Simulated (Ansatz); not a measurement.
# BeH2 (model cell, started as fluorite): following an unstable mode, part 2 of 2

Wanted: the energy along a soft mode of BeH2 (model cell, started as fluorite) and the structure at the end.

Ansatz 0.2.0; DFT PBEsol, scalar-relativistic, plane waves, PAW.

So far, highest frequency on the path or at a solved wavevector (cm⁻¹): step 2 (response at finite wavevector) 1369. Also lowest frequency on the path (cm⁻¹): step 2 -1502.

The structure was built from a prototype and need not be the compound's stable phase.

## 4. The mode frozen in, largest atomic shift 0.45 Å

The atoms are moved along the unstable eigenvector, the largest shift by 0.45 Å, with the cell fixed.

Contents of input.yaml:

```yaml
crystal:
  lattice:
    - [0.0, 0.0, -3.9388463383]
    - [3.9388463383, 0.0, 0.0]
    - [1.9694231691, -3.9388463383, -1.9694231691]
  atoms:
    - { symbol: Be, position: [0.0, 0.0, 0.0] }
    - { symbol: Be, position: [0.5, 0.5, 0.0] }
    - { symbol: Be, position: [0.75, 0.25, 0.5] }
    - { symbol: Be, position: [0.25, 0.75, 0.5] }
    - { symbol: H, position: [0.625, 0.7392466503, 0.25] }
    - { symbol: H, position: [0.125, 0.0107533497, 0.25] }
    - { symbol: H, position: [0.4892466503, 0.875, 0.75] }
    - { symbol: H, position: [0.7607533497, 0.375, 0.75] }
    - { symbol: H, position: [0.2607533497, 0.375, 0.75] }
    - { symbol: H, position: [0.9892466503, 0.875, 0.75] }
    - { symbol: H, position: [0.125, 0.5107533497, 0.25] }
    - { symbol: H, position: [0.625, 0.2392466503, 0.25] }
kpoints:
  mp_grid: { grid: [10, 10, 10] }
hamiltonian:
  xc: pbesol
scf:
  occupations: { method: methfessel_paxton, width: 0.15 }
output:
  forces: true
  stress: true
  eigenvalues: true
```

Command:

```bash
> ansatz run input.yaml --threads 4 --pin off --max-ram 7168MiB --backend cpu --events-out ev --progress --plain --runs-dir out
```

Numbers of over 12 decimals in the logs are rounded to 6 here.

Output:

```text
[...]
Crystal: 12 atoms, lattice volume = 61.109 Å³
Basis set: ecut = 420 eV, 1225 PW (Γ), exchange–correlation on 54×54×72 points (8 copies of the dense FFT grid, shifted against one another)
Bands: 20, of which v1, the nominal top of the filled ones, is band 8 counted from 1 (7 counted from 0)
Symmetry: 16 space group operations
[...]
k-points: 102 of 1000
[...]
k-point 0: bands = [... 4 lower, 1.0942, 1.0942, 2.4531, 2.7831, 5.2975, 5.9990, 7.4545, 8.3773, ... 5 higher]
  k-point 1: bands = [... 4 lower, 1.6195, 1.6195, 2.4384, 2.7415, 5.7414, 6.1148, 7.5178, 8.4612, ... 5 higher]
  k-point 2: bands = [... 4 lower, 2.4016, 2.5897, 2.5897, 2.6389, 6.4303, 6.9089, 7.6770, 8.7067, ... 5 higher]
  k-point 101: bands = [... 4 lower, 0.0297, 0.0297, 0.8746, 0.8746, 9.9345, 9.9345, 11.1001, 11.1001, ... 5 higher]
[key lines of the parts left out:]
SCF converged after 5 iterations
Free energy (F): -483.054514 eV
Fermi energy:    5.258584 eV
P = ⅓ Tr σ = 9.6119 GPa (96.119 kbar)
```

Wall time 1.3 s (4 threads of Arm Neoverse V2, shared host); peak memory 0.39 GiB.

This step gave:

```
pressure                         : 9.612 GPa
gap on the k-mesh                : 0.1418 eV
energy from the undistorted cell : -103.2 meV/atom
```

The energy, extrapolated to zero smearing, is -103.20 meV/atom against the undistorted cell.

The run ends at a pressure of 9.61 GPa, with forces up to 0.063 eV/Å.

## 5. Energy along the mode, all amplitudes (two of the runs are shown above)

An imaginary frequency means negative curvature, so the energy should fall and then rise again as anharmonic terms take over.

Numbers from this step:

```yaml
depth_at_the_lowest_point_sampled: 103.2 meV/atom
largest_atomic_shift_at_that_point: 0.45 Å
```

Energy from the parent against largest atomic shift:

```
largest atomic shift (Å)  energy from the parent (meV/atom)
                   0.000                                  0
                   0.040                              -1.47
                   0.080                              -6.13
                   0.140                              -20.6
                   0.220                              -49.0
                   0.320                              -81.8
                   0.450                               -103
                   0.600                              -90.7
```

Displacement at unit largest shift by atom:

| atom | x (Å) | y (Å) | z (Å) | size |
| --- | --- | --- | --- | --- |
| Be1 | 0.00 | 0.00 | 0.00 | 0.00 |
| Be2 | 0.00 | 0.00 | 0.00 | 0.00 |
| Be3 | 0.00 | 0.00 | 0.00 | 0.00 |
| Be4 | 0.00 | 0.00 | 0.00 | 0.00 |
| H5 | 1.00 | 0.00 | 0.00 | 1.00 |
| H6 | -1.00 | 0.00 | 0.00 | 1.00 |
| H7 | 0.00 | 0.00 | -1.00 | 1.00 |
| H8 | 0.00 | 0.00 | 1.00 | 1.00 |
| H9 | 0.00 | 0.00 | 1.00 | 1.00 |
| H10 | 0.00 | 0.00 | -1.00 | 1.00 |
| H11 | -1.00 | 0.00 | 0.00 | 1.00 |
| H12 | 1.00 | 0.00 | 0.00 | 1.00 |

The lowest of the steps tried is at 0.45 Å, 103 meV/atom below the parent; the bottom of the well need not coincide with a step.

## 6. Relaxing from the distorted cell

Starting from the lowest point found, all atoms and the cell are let go, so that strain and other modes of the same symmetry can join in.

Edit input.yaml of step 4 so:

```diff
@@ -28 +28,6 @@
   eigenvalues: true
+relax:
+  adjacent_minimum: "off"
+  f_tol: 0.002
+  max_steps: 120
+  cell: { stress_tol: 0.03 }
```

Output:

```text
[...]
Crystal: 12 atoms, lattice volume = 61.109 Å³
Basis set: ecut = 420 eV, 1225 PW (Γ), exchange–correlation on 54×54×72 points (8 copies of the dense FFT grid, shifted against one another)
Bands: 20, of which v1, the nominal top of the filled ones, is band 8 counted from 1 (7 counted from 0)
Symmetry: 16 space group operations
[...]
k-points: 102 of 1000
[...]
SCF iter   1: F=—  HF=-483.060667 eV  |F-HF|=—  |Δ(HF+E_count)|=         —  Δρ=7.16e-3  dr2=2.18e-2  ethr=1.77e-3  ⟨swp⟩=5.3  Hψ=11317  notcnv=0  defer=17
[...]
SCF iter   5: F=-483.054514 eV  HF=-483.054514 eV  |F-HF|=2.09e-10  |Δ(HF+E_count)|=   3.51e-8  S|Δr|=    0.00e0  Δρ=1.59e-6  dr2=7.61e-10  ethr=6.25e-10  ⟨swp⟩=7.9  Hψ=9807  notcnv=0
SCF 1 converged in 5 iterations: F = -483.054514 eV  dr2 = 7.61e-10
[...]
relax step   1: F+E_penalty+E_count = -483.05451381 eV  Δ(F+E_penalty+E_count) = +0.000e0 eV  max|allowed force component| = 6.301e-2 eV/Å  Δτ_max = 0.0000 Å  P = +9.612 GPa  Ω = 61.109 Å³  (5 SCF iters, dr2 threshold 1.00e-7 eV, accepted)
Crystal: 12 atoms, lattice volume = 65.000 Å³
Basis set: ecut = 420 eV, 1257 PW (Γ), exchange–correlation on 54×54×72 points (8 copies of the dense FFT grid, shifted against one another)
[...]
SCF iter   5: F=-483.448779 eV  HF=-483.448779 eV  |F-HF|=2.34e-10  |Δ(HF+E_count)|=   3.96e-8  S|Δr|=    0.00e0  Δρ=1.53e-6  dr2=5.66e-10  ethr=3.00e-10  ⟨swp⟩=1.0  Hψ=5304  notcnv=0
SCF 2 converged in 5 iterations: F = -483.448779 eV  dr2 = 5.66e-10
[...]
relax step   2: F+E_penalty+E_count = -483.44877916 eV  Δ(F+E_penalty+E_count) = -3.943e-1 eV  max|allowed force component| = 2.244e-1 eV/Å  Δτ_max = 0.0193 Å  P = +4.318 GPa  Ω = 65.000 Å³  energy of the carried Pulay correction = -5.967e-3 eV  (5 SCF iters, dr2 threshold 1.20e-6 eV, accepted)
Crystal: 12 atoms, lattice volume = 68.401 Å³
Basis set: ecut = 420 eV, 1305 PW (Γ), exchange–correlation on 54×54×72 points (8 copies of the dense FFT grid, shifted against one another)
[...]
SCF iter   5: F=-483.570609 eV  HF=-483.570609 eV  |F-HF|=1.21e-10  |Δ(HF+E_count)|=   7.27e-8  S|Δr|=    0.00e0  Δρ=7.26e-7  dr2=1.28e-10  ethr=6.26e-10  ⟨swp⟩=1.0  Hψ=5304  notcnv=0
SCF 3 converged in 5 iterations: F = -483.570609 eV  dr2 = 1.28e-10
[...]
relax step   3: F+E_penalty+E_count = -483.57060878 eV  Δ(F+E_penalty+E_count) = -1.218e-1 eV  max|allowed force component| = 2.524e-1 eV/Å  Δτ_max = 0.0350 Å  P = +0.821 GPa  Ω = 68.401 Å³  energy of the carried Pulay correction = -1.089e-2 eV  (5 SCF iters, dr2 threshold 1.20e-6 eV, accepted)
[... from here on, the SCF cycles and remarks between the steps are left out ...]
relax step   4: F+E_penalty+E_count = -483.76811647 eV  Δ(F+E_penalty+E_count) = -1.975e-1 eV  max|allowed force component| = 1.989e-1 eV/Å  Δτ_max = 0.0999 Å  P = +0.013 GPa  Ω = 71.840 Å³  energy of the carried Pulay correction = -1.562e-2 eV  (5 SCF iters, dr2 threshold 1.20e-6 eV, accepted)
relax step   5: F+E_penalty+E_count = -484.03535940 eV  Δ(F+E_penalty+E_count) = -2.672e-1 eV  max|allowed force component| = 1.347e-1 eV/Å  Δτ_max = 0.1664 Å  P = -0.540 GPa  Ω = 76.459 Å³  energy of the carried Pulay correction = -2.159e-2 eV  (5 SCF iters, dr2 threshold 1.20e-6 eV, accepted)
relax step   6: F+E_penalty+E_count = -484.23139077 eV  Δ(F+E_penalty+E_count) = -1.960e-1 eV  max|allowed force component| = 5.877e-2 eV/Å  Δτ_max = 0.1593 Å  P = -1.309 GPa  Ω = 79.427 Å³  energy of the carried Pulay correction = -2.523e-2 eV  (5 SCF iters, dr2 threshold 1.20e-6 eV, accepted)
relax step   7: F+E_penalty+E_count = -484.25646772 eV  Δ(F+E_penalty+E_count) = -2.508e-2 eV  max|allowed force component| = 4.588e-3 eV/Å  Δτ_max = 0.0507 Å  P = -0.348 GPa  Ω = 78.514 Å³  energy of the carried Pulay correction = -2.413e-2 eV  (5 SCF iters, dr2 threshold 1.20e-6 eV, accepted)
relax step   8: F+E_penalty+E_count = -484.25744733 eV  Δ(F+E_penalty+E_count) = -9.796e-4 eV  max|allowed force component| = 2.423e-4 eV/Å  Δτ_max = 0.0038 Å  P = -0.006 GPa  Ω = 78.154 Å³  energy of the carried Pulay correction = -2.369e-2 eV  (3 SCF iters, dr2 threshold 4.68e-7 eV, accepted)
relax step   9: F+E_penalty+E_count = -484.36123730 eV  Δ(F+E_penalty+E_count) = -1.038e-1 eV  max|allowed force component| = 2.472e-4 eV/Å  Δτ_max = 0.0000 Å  P = +0.742 GPa  Ω = 78.154 Å³  stress off target by 1.12e0 GPa  SCF on the basis re-selected at this cell (its energy is not comparable with the rows above)  (5 SCF iters)
relax step  10: F+E_penalty+E_count = -484.36677801 eV  Δ(F+E_penalty+E_count) = -5.541e-3 eV  max|allowed force component| = 5.100e-6 eV/Å  Δτ_max = 0.0002 Å  P = +0.067 GPa  Ω = 78.912 Å³  energy of the carried Pulay correction = -9.676e-4 eV  (3 SCF iters, dr2 threshold 1.20e-6 eV, accepted)
relax step  11: F+E_penalty+E_count = -484.36685219 eV  Δ(F+E_penalty+E_count) = -7.418e-5 eV  max|allowed force component| = 6.158e-5 eV/Å  Δτ_max = 0.0000 Å  P = +0.004 GPa  Ω = 78.984 Å³  energy of the carried Pulay correction = -1.061e-3 eV  (3 SCF iters, dr2 threshold 4.37e-8 eV, accepted)
relax step  12: F+E_penalty+E_count = -484.36685674 eV  Δ(F+E_penalty+E_count) = -4.550e-6 eV  max|allowed force component| = 2.991e-5 eV/Å  Δτ_max = 0.0000 Å  P = +0.001 GPa  Ω = 78.987 Å³  energy of the carried Pulay correction = -1.066e-3 eV  (4 SCF iters, accepted)
Basis set: ecut = 420 eV, 1471 PW (Γ), exchange–correlation on 72×72×72 points (8 copies of the dense FFT grid, shifted against one another)
[...]
SCF iter   4: F=-484.368104 eV  HF=-484.368104 eV  |F-HF|=2.21e-11  |Δ(HF+E_count)|=  1.64e-10  S|Δr|=    0.00e0  Δρ=1.80e-7  dr2=9.21e-12  ethr=1.00e-12  ⟨swp⟩=4.8  Hψ=5556  notcnv=0
SCF 13 converged in 4 iterations: F = -484.368104 eV  dr2 = 9.21e-12
relax step  13: F+E_penalty+E_count = -484.36810361 eV  Δ(F+E_penalty+E_count) = -1.247e-3 eV  max|allowed force component| = 3.009e-5 eV/Å  Δτ_max = 0.0000 Å  P = +0.003 GPa  Ω = 78.987 Å³  stress off target by 2.41e-2 GPa  SCF on the basis re-selected at this cell (its energy is not comparable with the rows above)  (4 SCF iters)
[...]
SCF converged after 4 iterations
[...]
Free energy (F): -484.368104 eV
[...]
Internal energy: -484.368104 eV  (E = F + TS)
E sigma→0 (E₀):  -484.368104 eV
Fermi energy:    1.972040 eV
[...]
--- Forces (eV/Å), atoms counted from 1 ---
  atom   1  Be    -0.00000000    -0.00000000     0.00000000
  atom   2  Be    -0.00000000    -0.00000000     0.00000000
  atom   3  Be     0.00000000     0.00000000    -0.00000000
  atom   4  Be     0.00000000     0.00000000    -0.00000000
  atom   5  H      0.00003009    -0.00000000     0.00000000
  atom   6  H     -0.00003009     0.00000000    -0.00000000
  atom   7  H     -0.00000000    -0.00000000    -0.00003009
  atom   8  H      0.00000000     0.00000000     0.00003009
  atom   9  H      0.00000000     0.00000000     0.00003009
  atom  10  H     -0.00000000    -0.00000000    -0.00003009
  atom  11  H     -0.00003009     0.00000000    -0.00000000
  atom  12  H      0.00003009    -0.00000000     0.00000000
  max |Σ_I F_I| component: 6.93e-18 eV/Å
--- Stress (GPa, compression-positive) ---
        0.016359      -0.000000       0.000000
       -0.000000      -0.024078       0.000000
        0.000000       0.000000       0.016359
  P = ⅓ Tr σ = 0.0029 GPa (0.029 kbar)
--- Band table (eV; the first three rows and the last of 102) ---
  k-point 0: bands = [... 4 lower, -1.3134, -0.1500, -0.1312, -0.1312, 3.2322, 3.2322, 3.2370, 3.9984, ... 8 higher]
  k-point 1: bands = [... 4 lower, -1.4348, -0.5864, -0.0649, -0.0649, 3.5131, 3.6363, 3.6363, 4.2164, ... 8 higher]
  k-point 2: bands = [... 4 lower, -1.7119, -1.6178, 0.1195, 0.1195, 4.2347, 4.7039, 4.7039, 4.8038, ... 8 higher]
  k-point 101: bands = [... 4 lower, -0.7886, -0.7886, 0.0078, 0.0078, 6.3095, 6.3095, 6.4605, 6.4605, ... 8 higher]
--- Relaxed structure (11 steps of the walk, 11 accepted, 2 SCFs on fresh bases) ---
  F+E_penalty+E_count = -484.36810361 eV   max|allowed force component| = 3.009e-5 eV/Å   (the final SCF, on the basis selected at the relaxed cell)
  cell:  # Å, volume = 78.9875 Å³
    - [-1.5322289396927234e-16, -3.0556643924395986e-11, -4.814295]
    - [4.814295, -3.055657169433582e-11, 1.5322289396881387e-16]
    - [2.407147, -3.407948, -2.407147]
  atoms:
    - { symbol: Be, position: [1.761584729051967e-18, -6.606211541240807e-19, 0] }
    - { symbol: Be, position: [0.5, 0.5, 0] }
    - { symbol: Be, position: [0.75, 0.250000, 0.500000] }
    - { symbol: Be, position: [0.250000, 0.75, 0.5] }
    - { symbol: H, position: [0.625, 0.874994, 0.25] }
    - { symbol: H, position: [0.125, -0.124994, 0.250000] }
    - { symbol: H, position: [0.624994, 0.875, 0.750000] }
    - { symbol: H, position: [0.625006, 0.375, 0.750000] }
    - { symbol: H, position: [0.125006, 0.375000, 0.750000] }
    - { symbol: H, position: [1.124994, 0.875000, 0.750000] }
    - { symbol: H, position: [0.125, 0.375006, 0.250000] }
    - { symbol: H, position: [0.625, 0.374994, 0.25] }
```

The job ended after 23 s (4 threads; peak memory 0.47 GiB; 89 s of CPU time).

The steps of the relaxation:

```
step  energy less that of the first step (eV)  largest force component (eV/Å)  pressure (GPa)  volume (Å³)
   1                                   0.0000                          0.0630            9.61        61.11
   2                                  -0.3943                          0.2244            4.32        65.00
   3                                  -0.5161                          0.2524            0.82        68.40
   4                                  -0.7136                          0.1989            0.01        71.84
   5                                  -0.9808                          0.1347           -0.54        76.46
   6                                  -1.1769                          0.0588           -1.31        79.43
   7                                  -1.2020                          0.0046           -0.35        78.51
   8                                  -1.2029                          0.0002           -0.01        78.15
  9*                                  -1.3067                          0.0002            0.74        78.15
  10                                  -1.3123                          0.0000            0.07        78.91
  11                                  -1.3123                          0.0001            0.00        78.98
  12                                  -1.3123                          0.0000            0.00        78.99
 13*                                  -1.3136                          0.0000            0.00        78.99
```

Relaxation steps marked * repeat the geometry before them on a plane-wave basis chosen anew for their cell, so energy and pressure can jump there.

Forces are held to the 16 operations that the run works with; a distortion that breaks them can't arise in this run.

```
     cell as run  before  after   change
           a (Å)   3.939  4.814  +22.2 %
           b (Å)   3.939  4.814  +22.2 %
           c (Å)   4.824  4.817   -0.1 %
           α (°)   65.91  60.02   -8.9 %
           β (°)   65.91  60.02   -8.9 %
volume (Å³/atom)    5.09   6.58  +29.3 %
```

The atoms that moved most (Å, as changes of fractional coordinates times the final cell):

```csv
atom,dx,dy,dz,length
H6,-0.654,0.000,0.000,0.654
H11,-0.654,0.000,0.000,0.654
H12,0.654,0.000,0.000,0.654
H5,0.654,0.000,0.000,0.654
H8,0.000,0.000,0.654,0.654
H9,0.000,0.000,0.654,0.654
H10,0.000,0.000,-0.654,0.654
H7,0.000,0.000,-0.654,0.654
```

Final coordinates:

```xyz
12
Lattice="0.0000 0.0000 -4.8143 4.8143 0.0000 0.0000 2.4071 -3.4079 -2.4071" Properties=species:S:1:pos:R:3 pbc="T T T"
Be    0.0000    0.0000    0.0000
Be    2.4071    0.0000   -2.4071
Be    2.4071   -1.7040   -4.8143
Be    4.8143   -1.7040   -2.4071
H     4.8143   -0.8520   -3.6107
H     0.0000   -0.8520   -1.2036
H     6.0179   -2.5560   -4.8143
H     3.6107   -2.5560   -4.8143
H     3.6107   -2.5560   -2.4072
H     6.0179   -2.5560   -7.2214
H     2.4072   -0.8520   -1.2036
H     2.4071   -0.8520   -3.6107
```

This step gave:

```
pressure          : 0.002880 GPa
gap on the k-mesh : 2.525 eV
volume per atom   : 6.582 Å³
```

The distorted start has space group I4_1/acd; the relaxation ends in Pn-3m.

## 7. The phases reached

The phases reached along the modes that were followed are set side by side.

Energies are those of the first relaxation, on the mesh of the frozen mode; space group, volume and gap are those of the last relaxation. Phases, by row:

| mode frozen in | space group | energy from parent (meV/atom) | volume (Å³/atom) | gap on mesh (eV) | lowest zone-centre optical mode (cm⁻¹) | largest shift (Å) |
| --- | --- | --- | --- | --- | --- | --- |
| parent | Fm-3m | 0 | 5.092 | 0 | – | – |
| q = (0, -0.5, -0.5), 1502i cm⁻¹ | P4_2/nmc | -347.5 | 7.82 | 3.66 | 54.1 | 1.204 |
| q = (0.25, -0.5, -0.25), 915i cm⁻¹ | Pn-3m | -212.7 | 6.58 | 2.525 | – | 1.204 |

## 8. Results

- unstable mode of the parent: q = (0.25, -0.5, -0.25), 915i cm⁻¹
- depth at the lowest point sampled: 103 meV/atom
- largest atomic shift at that point: 0.45 Å
- space group reached (within 0.01 Å): Pn-3m
- energy gained over the parent (first relaxation, on the mesh of the frozen mode): 213 meV/atom
- volume per atom, phase reached: 6.58 Å³
- gap on the k-mesh, phase reached: 2.52 eV

In words: Along this mode the structure falls into Pn-3m, 213 meV/atom below the parent. At the parent's cell the well is 103.2 meV/atom deep on the steps tried, with its lowest point at a shift of 0.45 Å. Relaxing atoms and cell changes the gain by +109.46 meV/atom against the lowest step (energies at zero smearing). The modes of the phase reached were not computed on this path. Of the 2 patterns followed to their end from this parent, this one ends 135 meV/atom above the lowest, P4_2/nmc. Each path keeps the symmetry of its pattern, so a lower phase may lie along a pattern not tried. With no gap, or one that is small against the smearing, the frequencies hang on the k mesh and the smearing, most of all near Kohn anomalies. The volume moved by more than a tenth on the k mesh of the start, so the energy gain is rough. The starting cell was built on a prototype and not taken from a measurement, so the phase need not exist.

[Logs are printed without paths, hosts, clocks, repeated set-up lines and the standing remarks that a program may print on its own settings, such as how far it seeks lower states.]

[Hosts, paths, dates, database ids (printed as entryN), source tags and the programs' standing remarks are cut or masked in the printed files.]
